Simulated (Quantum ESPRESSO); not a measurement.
# KCrF3: which magnetic order is lowest, part 2 of 2

Aim: find out which collinear order of KCrF3 costs least.

Quantum ESPRESSO 7.5; PBEsol; plane waves with GBRV 1.5 PBEsol potentials, no spin-orbit coupling.

So far, absolute magnetization (μB): step 2 (run 1 (ferro ++)) 8.12.

**3. Run 2 (antiferro +−)**

File pw.in:

```
&CONTROL
  calculation = 'scf'
  prefix = 'pwscf'
  outdir = './tmp'
  pseudo_dir = './pseudo'
  disk_io = 'nowf'
/
&SYSTEM
  ibrav = 0
  celldm(1) = 8
  nat = 10
  ntyp = 4
  ecutwfc = 40
  ecutrho = 280
  nbnd = 58
  occupations = 'smearing'
  smearing = 'fd'
  degauss = 0.00367493
  nspin = 2
  starting_magnetization(1) = 0
  starting_magnetization(2) = 0.2143
  starting_magnetization(3) = -0.2143
  starting_magnetization(4) = 0
/
&ELECTRONS
  conv_thr = 2d-08
  electron_maxstep = 150
  mixing_beta = 0.3
/
ATOMIC_SPECIES
K      39.0983 k_pbesol_v1.4.uspp.F.UPF
Cr1    51.9961 cr_pbesol_v1.5.uspp.F.UPF
Cr2    51.9961 cr_pbesol_v1.5.uspp.F.UPF
F      18.9984 f_pbesol_v1.4.uspp.F.UPF
CELL_PARAMETERS alat
   0.9420908473870   -1.0128306056215    0.0000000000000
   0.9420908473870    1.0128306056215    0.0000000000000
  -0.9405799644852    0.0000000000000    1.0047336551355
ATOMIC_POSITIONS crystal
K       0.2516000000    0.7484000000    0.0000000000
K       0.7484000000    0.2516000000    0.0000000000
Cr1     0.0000000000    0.0000000000    0.5000000000
Cr2     0.5000000000    0.5000000000    0.5000000000
F       0.7980000000    0.7980000000    0.0370000000
F       0.2020000000    0.2020000000    0.9630000000
F       0.7305000000    0.2695000000    0.5000000000
F       0.2695000000    0.7305000000    0.5000000000
F       0.2800000000    0.2800000000    0.5580000000
F       0.7200000000    0.7200000000    0.4420000000
K_POINTS automatic
6 6 6 0 0 0
```

Command:

```bash
OMP_NUM_THREADS=1 mpirun -n 4 pw.x -nk 4 -in pw.in > pw.out
```

The log of the run:

```text
[banner, memory and clock lines left out]
Program PWSCF v.7.5 starts

     Message from routine setup:
     using ibrav=0 with symmetry is DISCOURAGED, use correct ibrav instead

     bravais-lattice index     =            0
     lattice parameter (alat)  =       8.0000  a.u.
     unit-cell volume          =     981.7039 (a.u.)^3
     number of atoms/cell      =           10
     number of atomic types    =            4
     number of electrons       =        88.00
     number of Kohn-Sham states=           58
     kinetic-energy cutoff     =      40.0000  Ry
     charge density cutoff     =     280.0000  Ry
     scf convergence threshold =      2.0E-08
     mixing beta               =       0.3000
     number of iterations used =            8  plain     mixing
     Exchange-correlation= SLA  PW   PSX  PSC
                           (   1   4  10   8   0   0   0)

     celldm(1)=   8.000000  celldm(2)=   0.000000  celldm(3)=   0.000000
     celldm(4)=   0.000000  celldm(5)=   0.000000  celldm(6)=   0.000000

     crystal axes: (cart. coord. in units of alat)
               a(1) = (   0.942091  -1.012831   0.000000 )
               a(2) = (   0.942091   1.012831   0.000000 )
               a(3) = (  -0.940580   0.000000   1.004734 )

     reciprocal axes: (cart. coord. in units 2 pi/alat)
               b(1) = (  0.530734 -0.493666  0.496846 )
               b(2) = (  0.530734  0.493666  0.496846 )
               b(3) = ( -0.000000  0.000000  0.995289 )

     PseudoPot. # 1 for K  read from file:
     k_pbesol_v1.4.uspp.F.UPF
     Pseudo is Ultrasoft + core correction, Zval =  9.0

     PseudoPot. # 2 for Cr read from file:
     cr_pbesol_v1.5.uspp.F.UPF
     Pseudo is Ultrasoft + core correction, Zval = 14.0

     PseudoPot. # 3 for Cr read from file:
     cr_pbesol_v1.5.uspp.F.UPF
     Pseudo is Ultrasoft + core correction, Zval = 14.0

     PseudoPot. # 4 for F  read from file:
     f_pbesol_v1.4.uspp.F.UPF
     Pseudo is Ultrasoft, Zval =  7.0

     atomic species   valence    mass     pseudopotential
     K                 9.00    39.09830     K ( 1.00)
     Cr1              14.00    51.99610     Cr( 1.00)
     Cr2              14.00    51.99610     Cr( 1.00)
     F                 7.00    18.99840     F ( 1.00)

     Starting magnetic structure
     atomic species   magnetization
     K               0.000
     Cr1             0.214
     Cr2            -0.214
     F               0.000

      4 Sym. Ops., with inversion, found

   Cartesian axes

     site n.     atom                  positions (alat units)
         1        K      tau(   1) = (   0.9420908   0.5031742   0.0000000  )
         2        K      tau(   2) = (   0.9420908  -0.5031742   0.0000000  )
         3        Cr1    tau(   3) = (  -0.4702900   0.0000000   0.5023668  )
         4        Cr2    tau(   4) = (   0.4718009   0.0000000   0.5023668  )
         5        F      tau(   5) = (   1.4687755  -0.0000000   0.0371751  )
         6        F      tau(   6) = (  -0.5251738   0.0000000   0.9675585  )
         7        F      tau(   7) = (   0.4718009  -0.4669149   0.5023668  )
         8        F      tau(   8) = (   0.4718009   0.4669149   0.5023668  )
         9        F      tau(   9) = (   0.0027273  -0.0000000   0.5606414  )
        10        F      tau(  10) = (   0.9408745   0.0000000   0.4440923  )

     number of k points=    68  Fermi-Dirac smearing, width (Ry)=  0.0037
                       cart. coord. in units 2pi/alat
        k(    1) = (   0.0000000   0.0000000   0.0000000), wk =   0.0046296
        k(    2) = (   0.0000000   0.0000000   0.1658814), wk =   0.0092593
        k(    3) = (   0.0000000   0.0000000   0.3317629), wk =   0.0092593
        k(    4) = (   0.0000000   0.0000000  -0.4976443), wk =   0.0046296
        k(    5) = (   0.0884557   0.0822777   0.0828077), wk =   0.0185185
        [... 63 further k-points ...]

     Dense  grid:    77649 G-vectors     FFT dimensions: (  60,  60,  60)

     Smooth grid:    33571 G-vectors     FFT dimensions: (  45,  45,  45)

     Check: negative core charge=   -0.000004
     Generating pointlists ...
     new r_m :   0.2717 (alat units)  2.1732 (a.u.) for type    1
     new r_m :   0.1932 (alat units)  1.5458 (a.u.) for type    2
     new r_m :   0.1926 (alat units)  1.5408 (a.u.) for type    3
     new r_m :   0.1926 (alat units)  1.5408 (a.u.) for type    4

     Initial potential from superposition of free atoms

     starting charge      84.9926, renormalised to      88.0000

     negative rho (up, down):  1.366E-03 1.366E-03
     Starting wfcs are   60 randomized atomic wfcs

     Self-consistent Calculation

     iteration #  1     ecut=    40.00 Ry     beta= 0.30
     Davidson diagonalization with overlap
     ethr =  1.00E-02,  avg # of iterations =  7.0

     Threshold (ethr) on eigenvalues was too large:
     Diagonalizing with lowered threshold

     Davidson diagonalization with overlap
     ethr =  4.65E-04,  avg # of iterations =  2.3

     negative rho (up, down):  1.303E-03 1.303E-03

     total energy              =    -756.49798698 Ry
     estimated scf accuracy    <       0.43629621 Ry

     total magnetization       =     0.00 Bohr mag/cell
     absolute magnetization    =     7.54 Bohr mag/cell

     iteration #  2     ecut=    40.00 Ry     beta= 0.30
     Davidson diagonalization with overlap
     ethr =  4.96E-04,  avg # of iterations =  2.0

     negative rho (up, down):  1.308E-03 1.307E-03

     total energy              =    -756.50855558 Ry
     estimated scf accuracy    <       0.13026895 Ry

     total magnetization       =     0.00 Bohr mag/cell
     absolute magnetization    =     7.63 Bohr mag/cell

     [... further iterations left out ...]

     iteration # 10     ecut=    40.00 Ry     beta= 0.30
     Davidson diagonalization with overlap
     ethr =  2.36E-10,  avg # of iterations =  4.0

     negative rho (up, down):  4.277E-03 4.270E-03

     total energy              =    -756.53453689 Ry
     estimated scf accuracy    <       0.00000024 Ry

     total magnetization       =     0.00 Bohr mag/cell
     absolute magnetization    =     7.79 Bohr mag/cell

     iteration # 11     ecut=    40.00 Ry     beta= 0.30
     Davidson diagonalization with overlap
     ethr =  2.36E-10,  avg # of iterations =  2.6

     negative rho (up, down):  4.277E-03 4.269E-03

     Magnetic moment per site  (integrated on atomic sphere of radius R)
     atom   1 (R=0.272)  charge=  7.5587  magn=  0.0000
     atom   2 (R=0.272)  charge=  7.5587  magn=  0.0000
     atom   3 (R=0.193)  charge= 11.0270  magn=  3.0029
     atom   4 (R=0.193)  charge= 11.0137  magn= -2.9942
     atom   5 (R=0.193)  charge=  6.4490  magn= -0.0129
     atom   6 (R=0.193)  charge=  6.4490  magn= -0.0129
     atom   7 (R=0.193)  charge=  6.4489  magn=  0.0118
     atom   8 (R=0.193)  charge=  6.4489  magn=  0.0118
     atom   9 (R=0.193)  charge=  6.4673  magn= -0.0011
     atom  10 (R=0.193)  charge=  6.4673  magn= -0.0011

     End of self-consistent calculation

     Number of k-points >= 100: set verbosity='high' to print the bands.

     the Fermi energy is     8.1839 ev

!    total energy              =    -756.53453742 Ry
     estimated scf accuracy    <          3.6E-09 Ry
     smearing contrib. (-TS)   =      -0.00007330 Ry
     internal energy E=F+TS    =    -756.53446412 Ry

     The total energy is F=E-TS. E is the sum of the following terms:
     one-electron contribution =    -419.68503836 Ry
     hartree contribution      =     249.62793832 Ry
     xc contribution           =    -118.25267315 Ry
     ewald contribution        =    -468.22469093 Ry

     total magnetization       =     0.00 Bohr mag/cell
     absolute magnetization    =     7.79 Bohr mag/cell

     convergence has been achieved in  11 iterations
```

Wall time 2.9 min (4 MPI ranks of Intel Xeon Platinum 8375C at 2.90GHz (Ice Lake), shared host); peak memory 1.2 GiB.

Spin moment in the atom's sphere by atom:

| atom | spin moment in the atom's sphere (μB) |
| --- | --- |
| K1 | 0.00 |
| K2 | 0.00 |
| Cr3 | 3.00 |
| Cr4 | -2.99 |
| F5 | -0.01 |
| F6 | -0.01 |
| F7 | 0.01 |
| F8 | 0.01 |
| F9 | 0.00 |
| F10 | 0.00 |

Numbers from this step:

```
smearing term TS       : 9.97e-4 eV
magnetization          : 0 μB
absolute magnetization : 7.788 μB
final state            : antiferromagnetic
```

Spin density in the bc plane of the conventional cell at fractional x = 0.000, with atoms of K and Cr and F within 0.2 Å of it.

Ten even steps from '_' (-3.7 e/Å³) to '@' (4.2 e/Å³), each cell a mean:
```
================================================
================================================
================================================
================================================
================================================
++++==========================================++
##**++================::::--================++**
@@##++================..__--================**@@
@@##++================..__::================++%%
**++==================------================++++
================================================
================================================
================================================
================================================
================================================
================================================
```
Columns run along b (8.6 Å), rows up along c (5.8 Å), edges of the conventional cell, whose origin can differ from the input's. Atoms in or near the plane, at fractional coordinates: K at (0.75, 0.00), K at (0.25, 0.00), Cr at (0.00, 0.50), Cr at (0.50, 0.50), F at (0.27, 0.50), F at (0.73, 0.50).

Valence density in the bc plane of the conventional cell at fractional x = 0.000, with atoms of K and Cr and F within 0.2 Å of it. It is the smooth field of the valence electrons, not physical close to the nuclei.

Ten steps, logarithmic in the rise over the least value, from '_' (0 e/Å³) to '@' (13 e/Å³), each cell a mean:
```
______--**##****==..__________--**##****==..____
______..==****++--..__________::==****++--..____
________..----::..______________::----::..______
....________..__________..__________..________..
....________....____........______....______....
==--......::----::..::====--....::----::....::==
@@##--..--++##**==::++%%@@##----++####==::::++%%
@@@@==::==##@@%%++--##@@@@%%====##@@@@++::--##@@
@@%%==::--##@@%%++--**@@@@%%====##@@%%++::--**@@
##++::..::==++++--::==**##++::::==++++--....==**
--::..__....::::......::::::......::::..__....::
....__________________......________________....
..________......________________........______..
______..::====--::____________..--====--..______
______::++******==..__________::++******--..____
______--******##++::________..--********==..____
```
Columns run along b (8.6 Å), rows up along c (5.8 Å), edges of the conventional cell, whose origin can differ from the input's. Atoms in or near the plane, at fractional coordinates: K at (0.75, 0.00), K at (0.25, 0.00), Cr at (0.00, 0.50), Cr at (0.50, 0.50), F at (0.27, 0.50), F at (0.73, 0.50).

**4. Energies of the orders**

An order is kept where moments of 0.15 μB or more survive with the typed signs; meshes match where a doubled cell samples the same k points as the first cell.

Orders:

| start | final state | typed order kept | energy over the lowest (meV a seeded atom) | largest site moment (μB) | net moment (μB a cell of the first run) | mesh matched | CPU time (s) |
| --- | --- | --- | --- | --- | --- | --- | --- |
| ferro ++ | ferromagnetic | yes | 0 | 3.067 | 8 | yes | 722.1 |
| antiferro +- | antiferromagnetic | yes | 100.7 | 3.003 | 0.002068 | yes | 685.9 |

**5. Results**

```
lowest state found      : ferromagnetic (from ferro ++)
largest site moment     : 3.07 μB
next state with moments : antiferromagnetic, 101 meV a seeded atom higher
```

In words: Only these 2 starts were compared; other wavevectors, canted and longer-period orders were not. No Hubbard term acts here. In such compounds local and semilocal functionals without one often delocalise the d electrons, and can shrink or lose moments and miss the size, sign and order of the couplings.

[Logs and program files are shortened in this print: banners, set-up blocks, solver, clock and traceback lines can be left out without a mark of their own.]

[Logs are printed without paths, hosts, clocks, repeated set-up lines and the standing remarks that a program may print on its own settings, such as how far it seeks lower states.]

[Hosts, paths, dates, database ids (printed as entryN), source tags and the programs' standing remarks are cut or masked in the printed files.]

[Where a cell is said to come from a database of computed structures, the database is the Materials Project.]
